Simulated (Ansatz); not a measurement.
## How fast states decay through CsLiHfO3

A new crystal, CsLiHfO3: structure, gap and complex bands. It is built by putting Cs for part of the Li in the Li2HfO3 structure of space group C2/m, with the volume rescaled by atomic radii. The parent structure comes from the Materials Project.

Main program and level: Ansatz 0.2.0; PBEsol DFT, plane waves, PAW files, in the first sound run; inputs show where later runs differ.

The structure was built from a prototype and need not be the compound's stable phase.

## 1. The starting structure

Symmetry: Cm, No. 8, monoclinic system. The conventional cell has a = 10.693 Å, b = 4.656 Å, c = 3.543 Å, α = 90.00°, β = 101.34°, γ = 90.00°. Li has 5 O at 2.22 to 2.52 Å nearest. Nearest to Cs lie 5 O at 2.22 to 2.52 Å. Nearest to Hf lie 6 O at 2.33 to 2.35 Å. Nearest to O lie 1 Li at 2.22 Å and 2 Cs at 2.34 Å and 2 Hf at 2.34 to 2.35 Å. Nearest to O lie 2 Hf at 2.33 Å and 2 Cs at 2.42 to 2.52 Å and 2 Li at 2.42 to 2.52 Å. Nearest to O lie 1 Cs at 2.22 Å and 2 Li at 2.34 Å and 2 Hf at 2.34 to 2.35 Å. It derives from Li2HfO3. Cs for part of the Li in the Li2HfO3 structure of space group C2/m. Farther neighbours and most contacts between anions are not listed.

## 2. Cell and atoms at rest

The substituted atoms don't fit the parent's cell, so cell and atoms relax together. A small smearing keeps the run stable in case the gap closes on the way.

The input, input.yaml:

```yaml
crystal:
  lattice:
    - [5.3466038923, -2.3280127739, 0.0]
    - [5.3466038923, 2.3280127739, 0.0]
    - [-0.6965791187, 0.0, 3.4737170897]
  atoms:
    - { symbol: Li, position: [0.33577708, 0.33577708, 0.42137845] }
    - { symbol: Cs, position: [0.66422292, 0.66422292, 0.57862155] }
    - { symbol: Hf, position: [0.0, 0.0, 0.0] }
    - { symbol: O, position: [0.14665391, 0.14665391, 0.58915837] }
    - { symbol: O, position: [0.5, 0.5, 0.0] }
    - { symbol: O, position: [0.85334609, 0.85334609, 0.41084163] }
kpoints:
  mp_grid: { grid: [6, 6, 6] }
scf:
  occupations: { method: gaussian, width: 0.03 }
hamiltonian:
  xc: pbesol
output:
  forces: true
  stress: true
relax:
  f_tol: 0.02
  max_steps: 60
  cell: {}
```

Started as:

```
> ansatz run input.yaml --threads 2 --pin off --max-ram 4096MiB --backend cpu --events-out ev --progress --plain --runs-dir out
```

Numbers of over 12 decimals in the logs are rounded to 6 here.

The program printed:

```text
Engine: ansatz 0.2.0, aarch64-unknown-linux-gnu
Pseudopotentials: kind: paw
Pseudopotential: Li, paw, valence charge 3, recommended cutoff 420 eV (normal), Li.paw.azcp
Pseudopotential: Cs, paw, valence charge 9, recommended cutoff 420 eV (normal), Cs.paw.azcp
Pseudopotential: Hf, paw, valence charge 26, recommended cutoff 420 eV (normal), Hf.paw.azcp
Pseudopotential: O, paw, valence charge 6, recommended cutoff 420 eV (normal), O.paw.azcp
Functional definition: PBEsol
  exchange = pbesol_x
  correlation = pbesol_c
Crystal: 6 atoms, lattice volume = 86.474 Å³
Basis set: ecut = 420 eV, 1697 PW (Γ), exchange–correlation on 80×80×48 points (8 copies of the dense FFT grid, shifted against one another)
Bands: 34, of which v1, the nominal top of the filled ones, is band 28 counted from 1 (27 counted from 0)
Symmetry: 2 space group operations
Space group: Cm (ITA 8), of the structure as read, at distance tolerance 4.4e-5 Å
k-points: 68 of 216 (time reversal used)
Non-local potential: Li, projectors of the file, l = 0: 3, l = 1: 2, l = 2: 1
Non-local potential: Cs, projectors of the file, l = 0: 3, l = 1: 2, l = 2: 2, l = 3: 2
Non-local potential: Hf, projectors of the file, l = 0: 3, l = 1: 2, l = 2: 2, l = 3: 3
Non-local potential: O, projectors of the file, l = 0: 2, l = 1: 2, l = 2: 1
PAW form: soft (Blöchl's): semilocal exchange-correlation on the pseudo side does not see the compensation charge
PAW frozen core: Cs, regenerated for the run's functional, and the local potential with it (the file was generated under x = pbe(κ = 0.804, μ = 0.219515), c = pbe(β = 0.066725))
PAW frozen core: Hf, regenerated for the run's functional, and the local potential with it (the file was generated under x = pbe(κ = 0.804, μ = 0.219515), c = pbe(β = 0.066725))
PAW frozen core: O, regenerated for the run's functional, and the local potential with it (the file was generated under x = pbe(κ = 0.804, μ = 0.219515), c = pbe(β = 0.066725))
PAW one-centre angular grid: Li, 110 points (default); XC on 64 Gauss nodes
PAW one-centre angular grid: Cs, 194 points (default); XC on 64 Gauss nodes
PAW one-centre angular grid: Hf, 590 points (default); XC on 64 Gauss nodes
PAW one-centre angular grid: O, 110 points (default); XC on 64 Gauss nodes
Initial density: superposition of atomic densities (neutral atoms: chi_scale 0, normalization atom), corrected by the library's trained network
Initial wavefunctions: pseudopotential atomic-orbital guess
Functional: x = pbesol(κ = 0.804, μ = 0.123457), c = pbesol(β = 0.046)
SCF iter   1: F=—  HF=-23070.449041 eV  |F-HF|=—  |Δ(HF+E_count)|=         —  Δρ=1.51e-2  dr2=2.06e-1  ethr=1.77e-3  ⟨swp⟩=6.1  Hψ=9044  notcnv=0
preconditioner: auto → LDOS  [metal: Δε(μ)=0.019 eV  Ē_g=12.739 eV  σ=0.030 eV  W_gap=0.32  n_scr=26 (ndim 8)  ℏωp=27.1 eV  f_vac=0.046  D(μ)=2.09/eV (n_scr^D=10)  β→1.0]
SCF iter   2: F=—  HF=-23070.531254 eV  |F-HF|=—  |Δ(HF+E_count)|=   8.22e-2  Δρ=2.84e-2  dr2=6.50e-1  ethr=3.68e-4  ⟨swp⟩=2.7  Hψ=4760  notcnv=0  defer=97  recentre
SCF iter   3: F=—  HF=-23070.407169 eV  |F-HF|=—  |Δ(HF+E_count)|=   1.24e-1  Δρ=6.42e-3  dr2=4.52e-2  ethr=3.68e-4  ⟨swp⟩=2.3  Hψ=4018  notcnv=0  defer=97
SCF iter   4: F=—  HF=-23070.398546 eV  |F-HF|=—  |Δ(HF+E_count)|=   8.62e-3  Δρ=4.20e-3  dr2=1.59e-2  ethr=8.08e-5  ⟨swp⟩=2.0  Hψ=3863  notcnv=0  defer=98
SCF iter   5: F=—  HF=-23070.395747 eV  |F-HF|=—  |Δ(HF+E_count)|=   2.80e-3  Δρ=3.18e-3  dr2=7.89e-3  ethr=2.84e-5  ⟨swp⟩=2.0  Hψ=3069  notcnv=0  defer=98
SCF iter   6: F=—  HF=-23070.394167 eV  |F-HF|=—  |Δ(HF+E_count)|=   1.58e-3  Δρ=1.85e-3  dr2=2.55e-3  ethr=1.41e-5  ⟨swp⟩=2.0  Hψ=2521  notcnv=0  defer=98
SCF iter   7: F=—  HF=-23070.393846 eV  |F-HF|=—  |Δ(HF+E_count)|=   3.20e-4  Δρ=3.00e-4  dr2=5.66e-5  ethr=4.56e-6  ⟨swp⟩=2.0  Hψ=3384  notcnv=0  defer=98
SCF iter   8: F=—  HF=-23070.393808 eV  |F-HF|=—  |Δ(HF+E_count)|=   3.83e-5  Δρ=9.31e-5  dr2=7.87e-6  ethr=1.01e-7  ⟨swp⟩=2.0  Hψ=3978  notcnv=0  defer=98
SCF iter   9: F=—  HF=-23070.393808 eV  |F-HF|=—  |Δ(HF+E_count)|=   3.84e-7  Δρ=1.84e-5  dr2=1.96e-7  ethr=1.41e-8  ⟨swp⟩=2.0  Hψ=3977  notcnv=0  defer=98
SCF iter  10: F=—  HF=-23070.393808 eV  |F-HF|=—  |Δ(HF+E_count)|=   4.02e-8  Δρ=9.90e-6  dr2=1.11e-7  ethr=1.79e-10  ⟨swp⟩=5.2  Hψ=8818  notcnv=0
SCF iter  11: F=-23070.393808 eV  HF=-23070.393808 eV  |F-HF|=4.08e-9  |Δ(HF+E_count)|=   3.33e-8  Δρ=3.31e-6  dr2=6.04e-9  ethr=1.79e-10  ⟨swp⟩=4.4  Hψ=7805  notcnv=0
SCF 1 converged in 11 iterations: F = -23070.393808 eV  dr2 = 6.04e-9
  greatest PAW one-centre occupation: 0.999 electrons in one spin orbital (limit 2), on the Li atom at site 0 (counted from 0), in its partial waves of l = 0
relax step   1: F+E_penalty+E_count = -23070.39380770 eV  Δ(F+E_penalty+E_count) = +0.000e0 eV  max|allowed force component| = 7.461e0 eV/Å  Δτ_max = 0.0000 Å  P = +6.330 GPa  Ω = 86.474 Å³  (11 SCF iters, dr2 threshold 1.00e-7 eV, accepted)
Crystal: 6 atoms, lattice volume = 87.701 Å³
Basis set: ecut = 420 eV, 1707 PW (Γ), exchange–correlation on 80×80×48 points (8 copies of the dense FFT grid, shifted against one another)
Initial density: handed on by an earlier stage of this run
Initial wavefunctions: those handed on with the density
iter 1 solved again at ethr=4.66e-4 eV; its pass at ethr=3.10e-3 eV (dr2=2.61e-1 eV) is discarded
SCF iter   1: F=—  HF=-23072.607157 eV  |F-HF|=—  |Δ(HF+E_count)|=         —  Δρ=2.06e-2  dr2=2.65e-1  ethr=4.66e-4  ⟨swp⟩=1.1  Hψ=11237  notcnv=0
preconditioner: auto → Resta (q_TF=auto, 2.532 Å⁻¹)  ε∞=5.3  [insulator: Δε(μ)=0.487 eV  Ē_g=12.982 eV  σ=0.030 eV  W_gap=1.00  n_scr=26 (ndim 8)  ℏωp=26.9 eV  f_vac=0.049  D(μ)=0.00/eV (n_scr^D=0)  ε∞_Penn≈5.3]
SCF iter   2: F=—  HF=-23072.553868 eV  |F-HF|=—  |Δ(HF+E_count)|=   5.33e-2  Δρ=9.53e-3  dr2=4.62e-2  ethr=4.66e-4  ⟨swp⟩=2.2  Hψ=3970  notcnv=0  defer=1
SCF iter   3: F=—  HF=-23072.546040 eV  |F-HF|=—  |Δ(HF+E_count)|=   7.83e-3  Δρ=4.31e-3  dr2=1.21e-2  ethr=8.25e-5  ⟨swp⟩=2.1  Hψ=4285  notcnv=0  defer=43
SCF iter   4: F=—  HF=-23072.544423 eV  |F-HF|=—  |Δ(HF+E_count)|=   1.62e-3  Δρ=1.11e-3  dr2=8.81e-4  ethr=2.16e-5  ⟨swp⟩=2.1  Hψ=3775  notcnv=0  defer=69
SCF iter   5: F=—  HF=-23072.544336 eV  |F-HF|=—  |Δ(HF+E_count)|=   8.72e-5  Δρ=5.46e-4  dr2=2.77e-4  ethr=1.57e-6  ⟨swp⟩=2.0  Hψ=3782  notcnv=0  defer=69
SCF iter   6: F=—  HF=-23072.544286 eV  |F-HF|=—  |Δ(HF+E_count)|=   5.01e-5  Δρ=2.03e-4  dr2=4.86e-5  ethr=4.94e-7  ⟨swp⟩=2.3  Hψ=3428  notcnv=0  defer=69
SCF iter   7: F=—  HF=-23072.544283 eV  |F-HF|=—  |Δ(HF+E_count)|=   2.70e-6  Δρ=1.01e-4  dr2=9.20e-6  ethr=8.68e-8  ⟨swp⟩=2.0  Hψ=3540  notcnv=0  defer=69
[...]
relax step  15: F+E_penalty+E_count = -23077.23166290 eV  Δ(F+E_penalty+E_count) = -3.044e-1 eV  max|allowed force component| = 4.563e-2 eV/Å  Δτ_max = 0.0000 Å  P = +3.291 GPa  Ω = 87.892 Å³  stress off target by 8.77e0 GPa  SCF on the basis re-selected at this cell (its energy is not comparable with the rows above)  (11 SCF iters)
relax step  16: F+E_penalty+E_count = -23077.34948581 eV  Δ(F+E_penalty+E_count) = -1.178e-1 eV  max|allowed force component| = 2.143e-1 eV/Å  Δτ_max = 0.0472 Å  P = +1.049 GPa  Ω = 90.799 Å³  energy of the carried Pulay correction = -9.913e-3 eV  (7 SCF iters, dr2 threshold 6.00e-7 eV, accepted)
relax step  17: F+E_penalty+E_count = -23077.36808951 eV  Δ(F+E_penalty+E_count) = -1.860e-2 eV  max|allowed force component| = 6.769e-2 eV/Å  Δτ_max = 0.0636 Å  P = -0.402 GPa  Ω = 93.283 Å³  energy of the carried Pulay correction = -2.044e-2 eV  (7 SCF iters, dr2 threshold 6.00e-7 eV, accepted)
relax step  18: F+E_penalty+E_count = -23077.37529383 eV  Δ(F+E_penalty+E_count) = -7.204e-3 eV  max|allowed force component| = 1.884e-1 eV/Å  Δτ_max = 0.0156 Å  P = +0.069 GPa  Ω = 92.400 Å³  energy of the carried Pulay correction = -1.649e-2 eV  (6 SCF iters, dr2 threshold 6.00e-7 eV, accepted)
relax step  19: F+E_penalty+E_count = -23077.37563465 eV  Δ(F+E_penalty+E_count) = -3.408e-4 eV  max|allowed force component| = 9.954e-2 eV/Å  Δτ_max = 0.0149 Å  P = +0.077 GPa  Ω = 92.425 Å³  energy of the carried Pulay correction = -1.662e-2 eV  (6 SCF iters, dr2 threshold 6.00e-7 eV, accepted)
relax step  20: F+E_penalty+E_count = -23077.37641205 eV  Δ(F+E_penalty+E_count) = -7.774e-4 eV  max|allowed force component| = 1.178e-2 eV/Å  Δτ_max = 0.0077 Å  P = -0.008 GPa  Ω = 92.450 Å³  energy of the carried Pulay correction = -1.671e-2 eV  (5 SCF iters, dr2 threshold 6.00e-7 eV, accepted)
relax step  21: F+E_penalty+E_count = -23077.40714199 eV  Δ(F+E_penalty+E_count) = -3.073e-2 eV  max|allowed force component| = 1.240e-2 eV/Å  Δτ_max = 0.0000 Å  P = +0.223 GPa  Ω = 92.450 Å³  stress off target by 8.39e-1 GPa  SCF on the basis re-selected at this cell (its energy is not comparable with the rows above)  (9 SCF iters)
relax step  22: F+E_penalty+E_count = -23077.40850461 eV  Δ(F+E_penalty+E_count) = -1.363e-3 eV  max|allowed force component| = 6.746e-3 eV/Å  Δτ_max = 0.0204 Å  P = +0.004 GPa  Ω = 92.855 Å³  energy of the carried Pulay correction = -1.185e-3 eV  (6 SCF iters, dr2 threshold 6.00e-7 eV, accepted)
relax step  23: F+E_penalty+E_count = -23077.40842186 eV  Δ(F+E_penalty+E_count) = +8.275e-5 eV  max|allowed force component| = 1.329e-2 eV/Å  Δτ_max = 0.0049 Å  P = +0.027 GPa  Ω = 92.906 Å³  energy of the carried Pulay correction = -1.337e-3 eV  (6 SCF iters, dr2 threshold 1.19e-8 eV, accepted)
relax step  24: F+E_penalty+E_count = -23077.41000830 eV  Δ(F+E_penalty+E_count) = -1.586e-3 eV  max|allowed force component| = 1.335e-2 eV/Å  Δτ_max = 0.0000 Å  P = +0.035 GPa  Ω = 92.906 Å³  stress off target by 1.17e-1 GPa  SCF on the basis re-selected at this cell (its energy is not comparable with the rows above)  (6 SCF iters)
relax step  25: F+E_penalty+E_count = -23077.41001132 eV  Δ(F+E_penalty+E_count) = -3.024e-6 eV  max|allowed force component| = 7.158e-4 eV/Å  Δτ_max = 0.0054 Å  P = +0.003 GPa  Ω = 92.934 Å³  energy of the carried Pulay correction = -7.863e-5 eV  (5 SCF iters, dr2 threshold 3.44e-8 eV, accepted)
iter 1 solved again at ethr=1.88e-7 eV; its pass at ethr=3.10e-3 eV (dr2=1.05e-4 eV) is discarded
SCF iter   1: F=—  HF=-23077.410140 eV  |F-HF|=—  |Δ(HF+E_count)|=         —  Δρ=2.95e-5  dr2=5.53e-8  ethr=1.88e-7  ⟨swp⟩=3.0  Hψ=15725  notcnv=0
eigensolver tolerance schedule: the retry pair's looser diagonalisation over-reported the residual by 1902.52 of it (diagonalisation noise at 0.13 of the residual, at the tolerance the schedule requests for it); recorded, not acted on — ethr = c·dr2/N_el stays at c = 1.0e-1
SCF iter   2: F=—  HF=-23077.410128 eV  |F-HF|=—  |Δ(HF+E_count)|=   1.22e-5  Δρ=1.50e-5  dr2=1.82e-8  ethr=9.88e-11  ⟨swp⟩=2.9  Hψ=4841  notcnv=0
SCF iter   3: F=—  HF=-23077.410130 eV  |F-HF|=—  |Δ(HF+E_count)|=   2.28e-6  Δρ=2.26e-6  dr2=4.03e-9  ethr=3.24e-11  ⟨swp⟩=2.0  Hψ=3809  notcnv=0
SCF iter   4: F=—  HF=-23077.410130 eV  |F-HF|=—  |Δ(HF+E_count)|=   6.27e-9  Δρ=1.05e-6  dr2=4.39e-10  ethr=7.19e-12  ⟨swp⟩=2.0  Hψ=3790  notcnv=0
SCF iter   5: F=—  HF=-23077.410130 eV  |F-HF|=—  |Δ(HF+E_count)|=   7.09e-9  Δρ=4.28e-7  dr2=1.31e-10  ethr=1.00e-12  ⟨swp⟩=2.0  Hψ=3810  notcnv=0
SCF iter   6: F=-23077.410130 eV  HF=-23077.410130 eV  |F-HF|=2.18e-11  |Δ(HF+E_count)|=  3.06e-10  Δρ=1.68e-7  dr2=1.84e-11  ethr=1.00e-12  ⟨swp⟩=4.8  Hψ=8105  notcnv=0
SCF 26 converged in 6 iterations: F = -23077.410130 eV  dr2 = 1.84e-11
relax step  26: F+E_penalty+E_count = -23077.41012987 eV  Δ(F+E_penalty+E_count) = -1.186e-4 eV  max|allowed force component| = 7.359e-4 eV/Å  Δτ_max = 0.0000 Å  P = +0.004 GPa  Ω = 92.934 Å³  stress off target by 2.23e-2 GPa  SCF on the basis re-selected at this cell (its energy is not comparable with the rows above)  (6 SCF iters)
basis re-selected at this cell: Δ(F+E_penalty+E_count) = -1.186e-4 eV, ΔP = +0.000 GPa vs the last step (what re-selecting the basis moved, of the pressure what is left beyond the Pulay correction that the steps carried, after the strain that the cell walked since its last selection, with what the two solves' SCF thresholds leave and, on support functions, any second-order correction that the steps lacked; it is no m [...]
SCF converged after 6 iterations
Free energy (F): -23077.410130 eV
Harris-Foulkes:  -23077.410130 eV  (|F-HF|=2.18e-11)
Internal energy: -23077.410130 eV  (E = F + TS)
E sigma→0 (E₀):  -23077.410130 eV
Fermi energy:    10.016880 eV
--- Per-component energies (eV) ---
  E_band       = -259.881703
  E_kinetic    = 1113.208686
  E_local      = -10748.466622  (includes V_loc(G=0)·N_el)
  E_nonlocal   = -1094.012498
  E_hartree    = 4939.466722
  E_xc         = -702.336540
  E_vxc        = -690.074967  (∫ρ·V_xc dr)
  E_paw        = -12267.065295  (= ΣΔE_a)
  E_vpaw       = 1280.522915  (= ΣTr[D̂ρ^β])
  E_aug_tail   = 0.007320  (compensation charges beyond the density's cutoff)
  E_ewald      = -4319.713018
  E_core_change = 1.501115  (= ΣΔE_core)
  E_smearing   = -0.000000  (= −TS)
  E_closure    = 0.000000  (closes the sum)
  Σ components = -23077.410130   (vs F -23077.410130, Δ=0.00e0)
--- Forces (eV/Å), atoms counted from 1 ---
  atom   1  Li     0.00024113     0.00000000     0.00026497
  atom   2  Cs    -0.00039754     0.00000000     0.00063351
  atom   3  Hf    -0.00056717     0.00000000    -0.00073583
  atom   4  O      0.00035989     0.00000000    -0.00060625
  atom   5  O     -0.00031093    -0.00000000    -0.00021897
  atom   6  O      0.00067441     0.00000000     0.00066286
  max |Σ_I F_I| component: 2.95e-7 eV/Å
--- Stress (GPa, compression-positive) ---
       -0.001738       0.000000       0.016918
        0.000000       0.001940       0.000000
        0.016916       0.000000       0.010366
  P = ⅓ Tr σ = 0.0035 GPa (0.035 kbar)
--- Relaxed structure (22 steps of the walk, 22 accepted, 4 SCFs on fresh bases) ---
  F+E_penalty+E_count = -23077.41012987 eV   max|allowed force component| = 7.359e-4 eV/Å   (the final SCF, on the basis selected at the relaxed cell)
  cell:  # Å, volume = 92.9338 Å³
    - [6.868301, -2.056146, 0.792135]
    - [6.868301, 2.056146, 0.792135]
    - [-0.380178, 0, 3.246489]
  atoms:
    - { symbol: Li, position: [0.397230, 0.397230, 0.416411] }
    - { symbol: Cs, position: [0.695672, 0.695672, 0.915645] }
    - { symbol: Hf, position: [-0.017891, -0.017891, -0.082832] }
    - { symbol: O, position: [0.078694, 0.078694, 0.417617] }
    - { symbol: O, position: [0.464969, 0.464969, -0.083111] }
    - { symbol: O, position: [0.881327, 0.881327, 0.416269] }
```

Elapsed: 5.2 min, on 2 threads of Arm Neoverse V1, shared host; peak memory 0.45 GiB.

Step by step (22 of 26):

```csv
step,energy less that of the first step (eV),largest force component (eV/Å),pressure (GPa),volume (Å³)
1,0.0000,7.4613,6.33,86.47
2,-2.1505,4.2766,1.50,87.70
3,-3.8294,1.3454,4.02,86.73
5,-5.4023,0.9189,0.62,89.35
6,-6.0066,0.7923,0.60,89.09
7,-6.4115,0.3244,1.79,88.54
8,-6.4887,0.3985,0.29,88.58
9,-6.5239,0.3099,0.64,87.45
11,-6.5327,0.0831,0.09,87.95
12,-6.5332,0.0372,0.07,87.88
13,-6.5334,0.0081,0.00,87.90
14,-6.5334,0.0060,0.01,87.89
15*,-6.8379,0.0456,3.29,87.89
16,-6.9557,0.2143,1.05,90.80
18,-6.9815,0.1884,0.07,92.40
19,-6.9818,0.0995,0.08,92.43
20,-6.9826,0.0118,-0.01,92.45
21*,-7.0133,0.0124,0.22,92.45
22,-7.0147,0.0067,0.00,92.86
24*,-7.0162,0.0133,0.04,92.91
25,-7.0162,0.0007,0.00,92.93
26*,-7.0163,0.0007,0.00,92.93
```

Relaxation steps marked * repeat the geometry before them on a plane-wave basis chosen anew for their cell, so energy and pressure can jump there. Other such steps can lie between the rows shown.

The run keeps the 2 symmetry operations that it works with, so distortions that break them were not tested.

```
     cell as run  before  after   change
           a (Å)   5.831  7.213  +23.7 %
           b (Å)   5.831  7.213  +23.7 %
           c (Å)   3.543  3.269   -7.7 %
           α (°)  100.39  90.10  -10.2 %
           β (°)  100.39  90.10  -10.2 %
           γ (°)   47.06  33.12  -29.6 %
volume (Å³/atom)   14.41  15.49   +7.5 %
```

The atoms that moved most (Å, as changes of fractional coordinates times the final cell):

```csv
atom,dx,dy,dz,length
Cs2,0.304,0.000,1.144,1.184
O4,-0.868,0.000,-0.665,1.093
Li1,0.846,0.000,0.081,0.850
O5,-0.450,0.000,-0.325,0.555
O6,0.382,0.000,0.062,0.387
Hf3,-0.214,0.000,-0.297,0.366
```

This step gave:

```
free energy  : -23077.4101 eV
Fermi energy : 10.02 eV
pressure     : 0.003523 GPa
```

The largest force component on a free atom ends at 7.4e-4 eV/Å.

(Part 1 of 3 ends here.)

[Logs are printed without paths, hosts, clocks, repeated set-up lines and the standing remarks that a program may print on its own settings, such as how far it seeks lower states.]

[Hosts, paths, dates, database ids (printed as entryN), source tags and the programs' standing remarks are cut or masked in the printed files.]
